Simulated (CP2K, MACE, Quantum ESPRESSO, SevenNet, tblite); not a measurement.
**Site energies of C in place of Si in random rutile alloy of IrO2 and SiO2 (96 atoms) across programs**

At which of several sites of random rutile alloy of IrO2 and SiO2 (96 atoms) does C in place of Si cost least, and do cheaper methods find the same site as plane waves?

The results are calculated values.

**1. The cell**

The cell holds 96 atoms (24 Si, 64 O and 8 Ir), with edges of 8.52, 8.52 and 11.15 Å. Recipe: rutile IrO2, 2 x 2 x 4 conventional cells, 24 of 32 Ir sites given to Si at random (x = 0.750), lattice by Vegard's rule (cell 4.259, 4.259, 2.787, 90, 90, 90); every coordinate displaced by a Gaussian of 0.07 Å. Then the atoms were relaxed with MACE MP-0b3 medium in the fixed cell.

**2. The reference input**

Quantum ESPRESSO 7.5: Kohn-Sham DFT, PBE, SSSP efficiency 1.3.0 pseudopotentials, plane waves. Its input, pw.in, for the unchanged cell:

```
&control
  calculation = 'scf'
  pseudo_dir = './pseudo'
  outdir = './tmp'
  disk_io = 'none'
  tprnfor = .true.
  tstress = .true.
/
&system
  ibrav = 0
  nat = 96
  ntyp = 3
  ecutwfc = 60
  ecutrho = 480
  nosym = .true.
  occupations = 'smearing'
  smearing = 'fd'
  degauss = 0.003675
/
&electrons
  conv_thr = 4.8e-07
  electron_maxstep = 100
  mixing_beta = 0.2
  mixing_mode = 'local-TF'
  diagonalization = 'david'
/
ATOMIC_SPECIES
Si 28.085 Si.upf
O 15.999 O.upf
Ir 192.217 Ir.upf
CELL_PARAMETERS angstrom
8.51760 0.00000 0.00000
0.00000 8.51760 0.00000
0.00000 0.00000 11.14920
ATOMIC_POSITIONS crystal
Si 0.00228 0.99291 0.99985
Si 0.24301 0.23981 0.12007
O 0.15127 0.14274 0.00050
O 0.34111 0.32912 0.00101
[... 90 atom lines left out ...]
O 0.59490 0.89478 0.87805
O 0.90362 0.60851 0.89272
K_POINTS gamma
```

```console
$ OMP_NUM_THREADS=1 mpirun -np 4 pw.x -in pw.in > output.txt
```

Run time: 4.2 min. Hardware: 4 MPI ranks of Arm Neoverse V1, shared host; peak memory 2.9 GiB; 17 min of CPU time.

It converged with an r.m.s. force component of 0.29 eV/Å and a pressure of 12 GPa.

**3. The levels**

The levels share the cells and solve them as single points, though not every level runs every cell. CPU time is summed over a level's finished runs, on a host shared with the other runs, so it is rough; the force column is the median over cells of the r.m.s. difference of force components from the reference.

```
                level                      basis or training data  k-points  runs finished  CPU time  peak memory (GiB)  force difference (meV/Å)
              QE, PBE     plane waves, SSSP efficiency, 60/480 Ry         Γ         4 of 4    68 min                3.0                 reference
CP2K double zeta, PBE  DZVP-MOLOPT-SR, GTH-PBE potentials, 600 Ry         Γ         3 of 3    37 min                4.1                        85
      tblite GFN1-xTB  tight binding with its own dispersion term         Γ         3 of 3      21 s               0.13                       483
   MACE MP-0b3 medium          trained on PBE(+U) plane-wave data         -         4 of 4      43 s                1.3                       318
           SevenNet 0          trained on PBE(+U) plane-wave data         -         4 of 4      40 s                1.2                       335
```

The reference's own r.m.s. force component runs from 294 to 323 meV/Å over these cells. MACE MP-0b3 medium relaxed the atoms, so in the cells that it relaxed its own forces are small, and its entry isn't an independent test there.

**4. The sites**

Each changed cell was relaxed with MACE MP-0b3 medium before the single points. Neighbours are the site's nearest atoms before the change.

| site | nearest atoms | their mean distance (Å) | atoms within 6 Å | largest move on relaxing (Å) | longest force left in the reference (eV/Å) |
| --- | --- | --- | --- | --- | --- |
| Si91 | O6 | 1.79 | 101 | 0.99 | 1.26 |
| Si86 | O6 | 1.80 | 100 | 0.98 | 1.52 |
| Si37 | O6 | 1.77 | 102 | 0.91 | 1.33 |

**5. Site energies**

All changed cells hold the same atoms, so within one level their energies compare with no chemical potential. Energies in eV, less that of Si91, the reference's cheapest site; the last column is the largest deviation from the reference once each row's mean is taken off.

| level | Si91 | Si86 | Si37 | cheapest | largest deviation |
| --- | --- | --- | --- | --- | --- |
| QE, PBE | 0.00 | 0.25 | 1.69 | Si91 | - |
| CP2K double zeta, PBE | 0.00 | 0.25 | 1.71 | Si91 | 0.02 |
| tblite GFN1-xTB | 0.00 | 0.04 | 1.25 | Si91 | 0.22 |
| MACE MP-0b3 medium | 0.00 | 0.17 | 1.57 | Si91 | 0.07 |
| SevenNet 0 | 0.00 | 0.50 | 1.10 | Si91 | 0.47 |

**6. Findings**

In the reference the cheapest site is Si91 (O6) and the dearest Si37 (O6), 1.7 eV higher. All 4 other levels pick the same cheapest site, and all give the whole order. CP2K double zeta, PBE follows the reference most closely (0.02 eV at worst) and SevenNet 0 least (0.47 eV).

The other programs at PBE deviate by 0.02 eV at most, the learned potentials by 0.07 to 0.47 eV.

Caveats: The geometries are those of MACE MP-0b3 medium; forces of up to 1.5 eV/Å remain in the reference, so relaxing in DFT would lower the energies, by amounts that can differ from site to site and can change the order. For MACE MP-0b3 medium alone these are relaxed energies. Defects interact with their periodic images. Only 3 of the 24 Si sites are compared. Learned potentials don't solve for electrons, so the charge or spin state of a defect can't be set in them. The reference has no spin polarisation, so moments on Ir can't form in it, and no Hubbard term. The reference samples only Γ, in a cell whose shortest periodic width is 9 Å. Spin–orbit coupling is left out, which matters for the levels of the heavy elements. The reference isn't exact: its cutoffs and mesh weren't converged further here. The learned potentials mimic data converged in k, so the sampling error of the reference's coarse mesh counts against them here, while programs on the same mesh share it. Where levels are smeared, the DFT runs use Fermi–Dirac occupations at 580 K (0.05 eV), and energies are free energies.

[Logs are printed without paths, hosts, clocks, repeated set-up lines and the standing remarks that a program may print on its own settings, such as how far it seeks lower states.]

[Hosts, paths, dates, database ids (printed as entryN), source tags and the programs' standing remarks are cut or masked in the printed files.]
